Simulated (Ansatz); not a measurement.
# Li4NF: complex band structure, part 2 of 2

A new crystal, Li4NF: structure, gap and complex bands. It is built by putting F for Cl in the Li4NCl structure of space group R-3m, with the volume rescaled by atomic radii. The parent structure comes from the Materials Project.

Ansatz 0.2.0; PBE DFT, plane waves, PAW files (the session's first sound run).

So far, gap on the k-mesh (eV): step 3 (band edges) 0.777.

The structure was built from a prototype and need not be the compound's stable phase.

**4. Decaying states in the gap**

This step: PBE DFT, plane waves, PAW files; complex bands by layer matching along the plane's normal (Ansatz 0.2.0).

The same crystal is laid in a cell whose first two vectors span the (001) plane (indices of the standard conventional cell, whose axes can be ordered otherwise than in the bulk input). At fixed energy and wavevector in the plane the solver finds all kz, real and complex. A few wavevectors are listed, (0, 0) and (0.5, 0) in units of the plane's reciprocal vectors; the slowest state needn't be among them.

input.yaml

```yaml
crystal:
  lattice:
    - [3.468161003, 0.0, 0.0]
    - [1.734080501, 3.003515533, 0.0]
    - [1.734080501, 1.001171844, 5.882836309]
  atoms:
    - { symbol: Li, position: [0.1084546245, 0.1084546245, 0.6746361265] }
    - { symbol: Li, position: [0.8915453755, 0.8915453755, 0.3253638735] }
    - { symbol: Li, position: [0.3515376634, 0.3515376634, 0.9453870098] }
    - { symbol: Li, position: [0.6484623366, 0.6484623366, 0.0546129902] }
    - { symbol: "N", position: [0.0, 0.0, 0.0] }
    - { symbol: F, position: [0.5, 0.5, 0.5] }
kpoints:
  mp_grid: { grid: [8, 8, 8] }
scf:
  occupations: { method: fixed }
hamiltonian:
  xc: pbe
output:
  eigenvalues: true
  transmission:
    leads: [[0, 0]]
    kpoints: [[0.0, 0.0], [0.5, 0.0]]
    e_range: [-1.0, 1.78]
    de: 0.06
```

On the command line:

```sh
> ansatz run input.yaml --threads 2 --pin off --max-ram 4096MiB --backend cpu --events-out ev --progress --plain --runs-dir out
```

Numbers of over 12 decimals in the logs are rounded to 6 here.

The log of the run:

```text
[...]
Crystal: 6 atoms, lattice volume = 61.280 Å³
Basis set: ecut = 420 eV, 1219 PW (Γ)
Bands: 18, of which v1, the nominal top of the filled ones, is band 12 counted from 1 (11 counted from 0)
Symmetry: 12 space group operations
[...]
k-points: 65 of 512
[...]
SCF iter   1: F=—  HF=-2015.238084 eV  |F-HF|=—  |Δ(HF+E_count)|=         —  Δρ=1.62e-3  dr2=2.82e-3  ethr=1.77e-3  ⟨swp⟩=3.9  Hψ=4677  notcnv=0  defer=248
[...]
SCF iter   6: F=-2015.237628 eV  HF=-2015.237628 eV  |F-HF|=6.34e-8  |Δ(HF+E_count)|=   8.25e-7  Δρ=1.59e-5  dr2=7.55e-8  ethr=4.17e-10  ⟨swp⟩=6.2  Hψ=4953  notcnv=0
SCF 1 converged in 6 iterations: F = -2015.237628 eV  dr2 = 7.55e-8
[...]
transmission: 8 of 16 steps passed
transmission: 16 of 16 steps passed
SCF converged after 6 iterations
Free energy (F): -2015.237628 eV
[...]
Internal energy: -2015.237628 eV  (E = F + TS)
E sigma→0 (E₀):  -2015.237628 eV
Fermi energy:    3.854093 eV
[...]
--- Band table (eV; the first three rows and the last of 65) ---
  k-point 0: bands = [... 8 lower, -2.2757, 1.8189, 3.8541, 3.8541, 4.6311, 9.5002, 9.9502, 12.3191, ... 2 higher]
  k-point 1: bands = [... 8 lower, -2.2755, 1.7427, 3.8520, 3.8520, 4.7472, 8.9928, 10.4254, 12.3328, ... 2 higher]
  k-point 2: bands = [... 8 lower, -2.2752, 1.5710, 3.8468, 3.8468, 5.0369, 8.3496, 10.9705, 12.3663, ... 2 higher]
  k-point 64: bands = [... 8 lower, -2.4839, 1.9908, 2.2472, 3.0126, 6.7718, 8.1419, 9.8690, 10.6780, ... 2 higher]
--- Transmission ---
  basis      : 91 plane waves across, 8 finite elements along
  points     : 2, as listed
  energies   : 47 from -1.000000 to 1.760000 eV about the Fermi level, 0.060000 eV apart; the leads are filled to 0.388503 eV, and channels, transmission and decay are at 0.380000 eV
  crystal 0  : Li4N1F1, at the sites [0, 0], period 5.8828 Å: whole cells are its period
    offset         : up to 0.0000 Å between an atom of the period and one for which it stands
    channels       : 0.000000e0 a spin
    conductance    : none, the energies end too early or step too widely for 300 K: set another output.transmission.e_range or a lower de, or, where they end at an eighth of basis.ecutwfc, a higher one
    slowest decay  : 0.2219 /Å at (0.0000, 0.0000)
```

Wall time 3.5 s (2 threads of Arm Neoverse V2, shared host); peak memory 0.33 GiB.

Numbers from this step:

- level to which the leads are filled: 0.3885 eV from the Fermi level
- decay constant at the filling level, zone centre: 0.2219 Å⁻¹
- decay constant at the filling level, slowest listed point: 0.2219 Å⁻¹

K parallel (0, 0); values up to 1.5 1/Å, a degenerate pair printed once or twice; energies at which all values exceed this have no row. Table of Im kz of the slowest decaying states by energy, zero at the highest filled level on the SCF mesh:

```tsv
energy (eV)	decay 1 (Å⁻¹)	decay 2 (Å⁻¹)	decay 3 (Å⁻¹)	decay 4 (Å⁻¹)
-1.00	0.323	1.00	1.43	1.47
-0.88	0.327	0.973	1.40	1.48
-0.76	0.328	0.942	1.38	1.49
-0.64	0.327	0.906	1.36	1.49
-0.58	0.326	0.885	1.36	1.49
-0.46	0.322	0.839	1.34	1.48
-0.34	0.316	0.779	1.33	1.48
-0.22	0.308	0.696	1.32	1.47
-0.10	0.297	0.547	1.30	1.46
0.02	0.284	0.335	1.29	1.46
0.08	0.276	0.529	1.29	1.45
0.20	0.258	0.668	1.28	1.45
0.32	0.235	0.738	1.27	1.44
0.44	0.207	0.784	1.26	1.43
0.56	0.170	0.817	1.25	1.42
0.68	0.116	0.842	1.24	1.41
0.74	0.0726	0.852	1.23	1.41
0.86	0.870	1.22	1.40	1.49
0.98	0.884	1.21	1.40	1.49
1.10	0.896	1.21	1.39	1.48
1.22	0.905	1.20	1.38	1.48
1.34	0.913	1.19	1.37	1.48
1.40	0.916	1.19	1.37	1.48
1.52	0.922	1.18	1.36	1.47
1.64	0.926	1.17	1.35	1.47
1.76	0.0928	0.930	1.16	1.34
```

K parallel (0.5, 0); values up to 1.5 1/Å, a degenerate pair printed once or twice; energies at which all values exceed this have no row. Table of Im kz of the slowest decaying states by energy, zero at the highest filled level on the SCF mesh:

```tsv
energy (eV)	decay 1 (Å⁻¹)	decay 2 (Å⁻¹)	decay 3 (Å⁻¹)	decay 4 (Å⁻¹)
-1.00	0.201	0.395	0.444	-
-0.88	0.0397	0.453	0.561	-
-0.70	0.373	0.472	0.669	-
-0.58	0.416	0.499	0.714	-
-0.46	0.430	0.532	0.748	-
-0.28	0.433	0.575	0.787	-
-0.16	0.431	0.597	0.807	-
-0.04	0.427	0.616	0.825	-
0.02	0.424	0.625	0.833	-
0.08	0.421	0.632	0.840	-
0.26	0.410	0.652	0.859	1.50
0.38	0.401	0.662	0.870	1.49
0.50	0.391	0.672	0.880	1.48
0.68	0.372	0.683	0.892	1.47
0.80	0.358	0.689	0.900	1.46
0.92	0.342	0.694	0.906	1.45
1.04	0.324	0.699	0.912	1.44
1.22	0.292	0.703	0.920	1.43
1.34	0.266	0.706	0.924	1.42
1.46	0.237	0.708	0.928	1.41
1.64	0.179	0.709	0.933	1.40
1.76	0.122	0.709	0.936	1.39
```

At the listed wavevectors the last open channel is at -0.94 eV and the next at +0.80 eV on the grid, wider than the gap, since narrow bands can fall between grid energies. At +0.38 eV, the grid energy nearest the filling level (the middle of the gap on the SCF mesh), the slowest state at the listed wavevectors decays with κ = 0.222 Å⁻¹, its amplitude falling by e over 4.5 Å. Through 1 nm of this crystal that state's transmission falls by exp(−2 × 0.222 Å⁻¹ × 10 Å) = 0.012.

**5. Band edges at another level**

This step: LDA DFT, plane waves, PAW files (Ansatz 0.2.0).

The edges again with LDA, at the same atoms.

input.yaml

```yaml
crystal:
  lattice:
    - [1.7340805013, 1.0011718442, 5.8828363089]
    - [-1.7340805013, 1.0011718442, 5.8828363089]
    - [0.0, -2.0023436884, 5.8828363089]
  atoms:
    - { symbol: Li, position: [0.8915453755, 0.8915453755, 0.8915453755] }
    - { symbol: Li, position: [0.1084546245, 0.1084546245, 0.1084546245] }
    - { symbol: Li, position: [0.6484623366, 0.6484623366, 0.6484623366] }
    - { symbol: Li, position: [0.3515376634, 0.3515376634, 0.3515376634] }
    - { symbol: "N", position: [0.0, 0.0, 0.0] }
    - { symbol: F, position: [0.5, 0.5, 0.5] }
kpoints:
  mp_grid: { grid: [8, 8, 8] }
  band_path: { path: [VBM, CBM], npoints: 30 }
scf:
  occupations: { method: fixed }
hamiltonian:
  xc: lda
output:
  eigenvalues: true
```

The log of the run:

```text
[...]
Crystal: 6 atoms, lattice volume = 61.280 Å³
Basis set: ecut = 420 eV, 1219 PW (Γ), FFT grids on a1−a3, a2−a3, a3
Bands: 18, of which v1, the nominal top of the filled ones, is band 12 counted from 1 (11 counted from 0)
Symmetry: 12 space group operations
[...]
k-points: 65 of 512
[...]
SCF iter   1: F=—  HF=-1978.787537 eV  |F-HF|=—  |Δ(HF+E_count)|=         —  Δρ=1.29e-2  dr2=8.59e-2  ethr=1.77e-3  ⟨swp⟩=3.9  Hψ=4225  notcnv=0  defer=249
[...]
SCF iter   7: F=-1978.746524 eV  HF=-1978.746524 eV  |F-HF|=3.27e-9  |Δ(HF+E_count)|=   7.22e-8  Δρ=6.97e-6  dr2=1.33e-8  ethr=4.17e-10  ⟨swp⟩=7.2  Hψ=4404  notcnv=0
SCF 1 converged in 7 iterations: F = -1978.746524 eV  dr2 = 1.33e-8
[...]
SCF converged after 7 iterations
Free energy (F): -1978.746524 eV
[...]
Internal energy: -1978.746524 eV  (E = F + TS)
E sigma→0 (E₀):  -1978.746524 eV
Fermi energy:    3.505511 eV
[...]
--- Band table (eV; the first three rows and the last of 65) ---
  k-point 0: bands = [... 8 lower, -2.6310, 1.4751, 3.5055, 3.5055, 4.1711, 9.0725, 9.4916, 11.7535, ... 2 higher]
  k-point 1: bands = [... 8 lower, -2.6682, 1.5651, 3.0027, 3.3074, 4.6607, 8.6497, 9.8075, 11.9684, ... 2 higher]
  k-point 2: bands = [... 8 lower, -2.7568, 1.7895, 2.2843, 2.8877, 5.5069, 7.8626, 10.4497, 11.4706, ... 2 higher]
  k-point 64: bands = [... 8 lower, -2.6304, 0.9969, 3.4893, 3.4893, 5.0002, 7.2628, 10.9678, 11.8469, ... 2 higher]
```

Wall time 2.5 s (2 threads); peak memory 0.32 GiB.

Numbers from this step:

```
free energy        : -1978.7465 eV
Fermi energy       : 3.506 eV
gap on the k-mesh  : 0.6656 eV
gap on path        : 0.6654 eV, by band count; negative where bands overlap
direct gap on path : 0.6656 eV
```

The electronic bands at the labelled points (eV, zero at the Fermi level (highest filled level under fixed occupations); v1 is the highest filled band, c1 the lowest empty one):

```tsv
point	v4	v3	v2	v1	c1	c2	c3
VBM	-6.14	-2.03	0.00	0.00	0.67	5.56	5.99
halfway	-6.14	-2.03	0.00	0.00	0.67	5.57	5.99
CBM	-6.14	-2.03	0.00	0.00	0.67	5.57	5.99
```

The electronic bands as a text plot (rows in eV; labels by their first letter):

```
    5.7 |++++++++++++++++++++++++++++++++++++++++++++++++++++++++
    5.2 |
    4.7 |
    4.2 |
    3.6 |
    3.1 |
    2.6 |
    2.1 |
    1.5 |
    1.0 |
    0.5 |++++++++++++++++++++++++++++++++++++++++++++++++++++++++
    0.0 |********************************************************
   -0.6 |
   -1.1 |
   -1.6 |
   -2.1 |********************************************************
   -2.7 |
   -3.2 |
   -3.7 |
   -4.2 |
   -4.8 |
   -5.3 |
   -5.8 |
   -6.3 |********************************************************
         V                                                      C
```

The searched edges give 0.665 eV, as on the mesh.

For the gap on the k-mesh, step 3 gave 0.777 eV; this run, with LDA, gives 0.666 eV.

**6. Complex bands at another level**

This step: LDA DFT, plane waves, PAW files; complex bands by layer matching along the plane's normal (Ansatz 0.2.0).

The complex bands at that level, over its own gap, at (0, 0) and (0.5, 0).

input.yaml

```yaml
crystal:
  lattice:
    - [3.468161003, 0.0, 0.0]
    - [1.734080501, 3.003515533, 0.0]
    - [1.734080501, 1.001171844, 5.882836309]
  atoms:
    - { symbol: Li, position: [0.1084546245, 0.1084546245, 0.6746361265] }
    - { symbol: Li, position: [0.8915453755, 0.8915453755, 0.3253638735] }
    - { symbol: Li, position: [0.3515376634, 0.3515376634, 0.9453870098] }
    - { symbol: Li, position: [0.6484623366, 0.6484623366, 0.0546129902] }
    - { symbol: "N", position: [0.0, 0.0, 0.0] }
    - { symbol: F, position: [0.5, 0.5, 0.5] }
kpoints:
  mp_grid: { grid: [8, 8, 8] }
scf:
  occupations: { method: fixed }
hamiltonian:
  xc: lda
output:
  eigenvalues: true
  transmission:
    leads: [[0, 0]]
    kpoints: [[0.0, 0.0], [0.5, 0.0]]
    e_range: [-1.0, 1.67]
    de: 0.05
```

The log of the run:

```text
[...]
Crystal: 6 atoms, lattice volume = 61.280 Å³
Basis set: ecut = 420 eV, 1219 PW (Γ)
Bands: 18, of which v1, the nominal top of the filled ones, is band 12 counted from 1 (11 counted from 0)
Symmetry: 12 space group operations
[...]
k-points: 65 of 512
[...]
SCF iter   1: F=—  HF=-1978.787540 eV  |F-HF|=—  |Δ(HF+E_count)|=         —  Δρ=1.29e-2  dr2=8.59e-2  ethr=1.77e-3  ⟨swp⟩=3.9  Hψ=4222  notcnv=0  defer=249
[...]
SCF iter   7: F=-1978.746524 eV  HF=-1978.746524 eV  |F-HF|=3.27e-9  |Δ(HF+E_count)|=   7.20e-8  Δρ=7.00e-6  dr2=1.34e-8  ethr=4.17e-10  ⟨swp⟩=7.2  Hψ=4404  notcnv=0
SCF 1 converged in 7 iterations: F = -1978.746524 eV  dr2 = 1.34e-8
[...]
transmission: 8 of 16 steps passed
transmission: 16 of 16 steps passed
SCF converged after 7 iterations
Free energy (F): -1978.746524 eV
[...]
Internal energy: -1978.746524 eV  (E = F + TS)
E sigma→0 (E₀):  -1978.746524 eV
Fermi energy:    3.505511 eV
[...]
--- Band table (eV; the first three rows and the last of 65) ---
  k-point 0: bands = [... 8 lower, -2.6310, 1.4751, 3.5055, 3.5055, 4.1711, 9.0725, 9.4916, 11.7535, ... 2 higher]
  k-point 1: bands = [... 8 lower, -2.6307, 1.3977, 3.5033, 3.5033, 4.2827, 8.5773, 9.9554, 11.7667, ... 2 higher]
  k-point 2: bands = [... 8 lower, -2.6303, 1.2234, 3.4977, 3.4977, 4.5574, 7.9596, 10.4790, 11.7994, ... 2 higher]
  k-point 64: bands = [... 8 lower, -2.8549, 1.6500, 1.8896, 2.6756, 6.2866, 7.6652, 9.3429, 10.1311, ... 2 higher]
--- Transmission ---
  basis      : 91 plane waves across, 8 finite elements along
  points     : 2, as listed
[...]
crystal 0  : Li4N1F1, at the sites [0, 0], period 5.8828 Å: whole cells are its period
[...]
channels       : 0.000000e0 a spin
[...]
slowest decay  : 0.2036 /Å at (0.0000, 0.0000)
```

The job ended after 3.7 s (2 threads; peak memory 0.33 GiB).

Numbers from this step:

- level to which the leads are filled: 0.3328 eV from the Fermi level
- decay constant at the filling level, zone centre: 0.2036 Å⁻¹
- decay constant at the filling level, slowest listed point: 0.2036 Å⁻¹

K parallel (0, 0); values up to 1.5 1/Å, a degenerate pair printed once or twice; energies at which all values exceed this have no row. Table of Im kz of the slowest decaying states by energy, zero at the highest filled level on the SCF mesh:

```tsv
energy (eV)	decay 1 (Å⁻¹)	decay 2 (Å⁻¹)	decay 3 (Å⁻¹)	decay 4 (Å⁻¹)
-1.000	0.319	0.989	1.41	-
-0.800	0.323	0.939	1.40	1.49
-0.600	0.320	0.879	1.39	1.48
-0.400	0.312	0.797	1.34	1.43
-0.200	0.296	0.664	1.31	1.43
0.000	0.0722	0.273	1.29	1.44
0.200	0.239	0.655	1.26	1.43
0.400	0.189	0.757	1.24	1.42
0.600	0.0981	0.812	1.23	1.41
0.800	0.847	1.21	1.39	1.43
1.000	0.871	1.19	1.38	1.43
1.200	0.888	1.18	1.37	1.43
1.400	0.901	1.17	1.35	1.42
1.600	0.105	0.909	1.15	1.34
```

K parallel (0.5, 0); values up to 1.5 1/Å, a degenerate pair printed once or twice; energies at which all values exceed this have no row. Table of Im kz of the slowest decaying states by energy, zero at the highest filled level on the SCF mesh:

```tsv
energy (eV)	decay 1 (Å⁻¹)	decay 2 (Å⁻¹)	decay 3 (Å⁻¹)	decay 4 (Å⁻¹)
-1.00	0.231	0.432	0.443	-
-0.90	0.439	0.559	-	-
-0.80	0.259	0.447	0.625	-
-0.70	0.359	0.460	0.672	-
-0.60	0.400	0.482	0.707	-
-0.45	0.418	0.526	0.748	-
-0.35	0.420	0.551	0.769	-
-0.25	0.419	0.573	0.788	-
-0.15	0.416	0.592	0.804	-
-0.05	0.413	0.608	0.818	1.50
0.00	0.410	0.616	0.824	1.49
0.05	0.407	0.622	0.830	1.49
0.15	0.401	0.635	0.841	1.48
0.25	0.394	0.645	0.851	1.48
0.40	0.381	0.659	0.865	1.47
0.50	0.371	0.666	0.872	1.46
0.60	0.360	0.673	0.879	1.45
0.70	0.348	0.679	0.886	1.44
0.80	0.335	0.684	0.892	1.44
0.90	0.320	0.689	0.897	1.43
1.00	0.303	0.693	0.902	1.42
1.10	0.285	0.696	0.906	1.41
1.25	0.252	0.700	0.912	1.40
1.35	0.227	0.702	0.916	1.40
1.45	0.196	0.703	0.919	1.39
1.55	0.157	0.704	0.922	1.38
1.65	0.103	0.705	0.924	1.37
```

At the listed wavevectors the last open channel is at -0.90 eV and the next at +0.70 eV on the grid, wider than the gap, since narrow bands can fall between grid energies. At +0.35 eV, the grid energy nearest the filling level (the middle of the gap on the SCF mesh), the slowest state at the listed wavevectors decays with κ = 0.204 Å⁻¹, its amplitude falling by e over 4.9 Å; the first such run, plane (001), gave 0.222 Å⁻¹.

**7. The same cell, other settings: output.transmission.temperature = 400.0**

This step: PBE DFT, plane waves, PAW files; complex bands by layer matching along the plane's normal; changed: output.transmission.temperature = 400.0 (Ansatz 0.2.0).

This run repeats an earlier one, its twin (the complex run, plane (001)), with one setting changed (output.transmission.temperature; files written aside). It is meant to test how the leads' temperature enters. Where the input is shown as a difference, that is against the step before, not the twin.

input.yaml, as its differences from that of step 6:

```diff
@@ -17,3 +17,3 @@
 hamiltonian:
-  xc: lda
+  xc: pbe
 output:
@@ -23,3 +23,4 @@
     kpoints: [[0.0, 0.0], [0.5, 0.0]]
-    e_range: [-1.0, 1.67]
-    de: 0.05
+    e_range: [-1.0, 1.78]
+    de: 0.06
+    temperature: 400.0
```

The log of the run:

```text
[...]
Crystal: 6 atoms, lattice volume = 61.280 Å³
Basis set: ecut = 420 eV, 1219 PW (Γ)
Bands: 18, of which v1, the nominal top of the filled ones, is band 12 counted from 1 (11 counted from 0)
Symmetry: 12 space group operations
[...]
k-points: 65 of 512
[...]
SCF iter   1: F=—  HF=-2015.238084 eV  |F-HF|=—  |Δ(HF+E_count)|=         —  Δρ=1.62e-3  dr2=2.82e-3  ethr=1.77e-3  ⟨swp⟩=3.9  Hψ=4677  notcnv=0  defer=248
[...]
SCF iter   6: F=-2015.237628 eV  HF=-2015.237628 eV  |F-HF|=6.34e-8  |Δ(HF+E_count)|=   8.25e-7  Δρ=1.59e-5  dr2=7.55e-8  ethr=4.17e-10  ⟨swp⟩=6.2  Hψ=4953  notcnv=0
SCF 1 converged in 6 iterations: F = -2015.237628 eV  dr2 = 7.55e-8
[...]
transmission: 8 of 16 steps passed
transmission: 16 of 16 steps passed
SCF converged after 6 iterations
Free energy (F): -2015.237628 eV
[...]
Internal energy: -2015.237628 eV  (E = F + TS)
E sigma→0 (E₀):  -2015.237628 eV
Fermi energy:    3.854093 eV
[...]
--- Band table (eV; the first three rows and the last of 65) ---
  k-point 0: bands = [... 8 lower, -2.2757, 1.8189, 3.8541, 3.8541, 4.6311, 9.5002, 9.9502, 12.3191, ... 2 higher]
  k-point 1: bands = [... 8 lower, -2.2755, 1.7427, 3.8520, 3.8520, 4.7472, 8.9928, 10.4254, 12.3328, ... 2 higher]
  k-point 2: bands = [... 8 lower, -2.2752, 1.5710, 3.8468, 3.8468, 5.0369, 8.3496, 10.9705, 12.3663, ... 2 higher]
  k-point 64: bands = [... 8 lower, -2.4839, 1.9908, 2.2472, 3.0126, 6.7718, 8.1419, 9.8690, 10.6780, ... 2 higher]
--- Transmission ---
  basis      : 91 plane waves across, 8 finite elements along
  points     : 2, as listed
[...]
crystal 0  : Li4N1F1, at the sites [0, 0], period 5.8828 Å: whole cells are its period
[...]
channels       : 0.000000e0 a spin
[...]
slowest decay  : 0.2219 /Å at (0.0000, 0.0000)
```

Elapsed: 3.4 s, on 2 threads; peak memory 0.33 GiB; 6.6 s of CPU time.

This step gave:

```
free energy                                               : -2015.2376 eV
Fermi energy                                              : 3.854 eV
gap on the k-mesh                                         : 0.7770 eV
level to which the leads are filled                       : 0.3885 eV from the Fermi level
decay constant at the filling level, zone centre          : 0.2219 Å⁻¹
decay constant at the filling level, slowest listed point : 0.2219 Å⁻¹
```

K parallel (0, 0); values up to 1.5 1/Å, a degenerate pair printed once or twice; energies at which all values exceed this have no row. Im kz of the slowest decaying states against energy, zero at the highest filled level on the SCF mesh:

(Unchanged from step 4.)

K parallel (0.5, 0); values up to 1.5 1/Å, a degenerate pair printed once or twice; energies at which all values exceed this have no row. Table of Im kz of the slowest decaying states by energy, zero at the highest filled level on the SCF mesh:

```tsv
energy (eV)	decay 1 (Å⁻¹)	decay 2 (Å⁻¹)	decay 3 (Å⁻¹)	decay 4 (Å⁻¹)
-1.00	0.201	0.395	0.444	-
-0.88	0.0397	0.453	0.561	-
-0.76	0.328	0.464	0.641	-
-0.64	0.401	0.484	0.693	-
-0.58	0.416	0.499	0.714	-
-0.46	0.430	0.532	0.748	-
-0.34	0.433	0.562	0.775	-
-0.22	0.432	0.587	0.798	-
-0.10	0.429	0.607	0.817	-
0.02	0.424	0.625	0.833	-
0.08	0.421	0.632	0.840	-
0.20	0.414	0.646	0.853	-
0.32	0.406	0.657	0.865	1.49
0.44	0.396	0.667	0.875	1.49
0.56	0.385	0.676	0.884	1.48
0.68	0.372	0.683	0.892	1.47
0.74	0.365	0.686	0.896	1.47
0.86	0.350	0.692	0.903	1.46
0.98	0.333	0.696	0.909	1.45
1.10	0.314	0.700	0.915	1.44
1.22	0.292	0.703	0.920	1.43
1.34	0.266	0.706	0.924	1.42
1.40	0.252	0.707	0.926	1.42
1.52	0.220	0.708	0.930	1.41
1.64	0.179	0.709	0.933	1.40
1.76	0.122	0.709	0.936	1.39
```

The temperature enters the conductance and not T(E) itself. No conductance was computed here for it to change.

**8. Outcome**

```json
{
 "band gap": "0.777 eV",
 "least decay constant at mid-gap, normal to (001)": "0.222 Å⁻¹",
 "least decay constant, LDA": "0.204 Å⁻¹"
}
```

In words: With PBE, the slowest decay at the wavevectors tried is κ = 0.222 Å⁻¹, normal to (001). Through such a film the transmission near mid-gap falls as exp(−2κd), a factor of ten every 5.2 Å. A free electron under a barrier of half the gap would need a mass of 0.48 mₑ to decay at this rate. With LDA the gap goes from 0.777 to 0.665 eV and the decay constant, over the first 2 listed wavevectors, from 0.222 to 0.204 Å⁻¹. The compound is made up by substitution; its stability against other phases and against distortions of the cell's symmetry was not tested. A semilocal functional narrows gaps, so real decay constants are likely larger.

[Logs are printed without paths, hosts, clocks, repeated set-up lines and the standing remarks that a program may print on its own settings, such as how far it seeks lower states.]

[Hosts, paths, dates, database ids (printed as entryN), source tags and the programs' standing remarks are cut or masked in the printed files.]
